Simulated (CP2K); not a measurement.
The N K edge of formamidine was computed by TDDFT (CP2K XAS_TDP, aug-cc-pVTZ, TDA) at these levels: PBEh(45%), PBEh(45%) + GW2X and PBEh(60%). The first three lines of N1 (bonded to C and 2 H) with a strength over 0.0015, energy in eV and strength:

| run | first | second | third |
| --- | --- | --- | --- |
| 1 | 403.28 (0.014) | 403.64 (0.025) | 403.91 (0.037) |
| 2 | 401.75 (0.009) | 402.00 (0.017) | 402.49 (0.025) |
| 3 | 397.82 (0.009) | 398.07 (0.018) | 398.56 (0.025) |

Q: Which run is which?

Run 1: PBEh(60%) (60 % exact exchange). Run 2: PBEh(45%) + GW2X (45 % exact exchange). Run 3: PBEh(45%) (45 % exact exchange). Self-interaction lifts the core level, so the uncorrected lines rise with the share of exact exchange. The GW2X run keeps the spacings of its parent: 0.25 eV between the first two lines in run 2, 0.25 eV in run 3. Its shift is +3.93 eV, since the Kohn–Sham level at this share of exchange lies that far above the quasiparticle level.

[Hosts, paths, dates, database ids (printed as entryN), source tags and the programs' standing remarks are cut or masked in the printed files.]
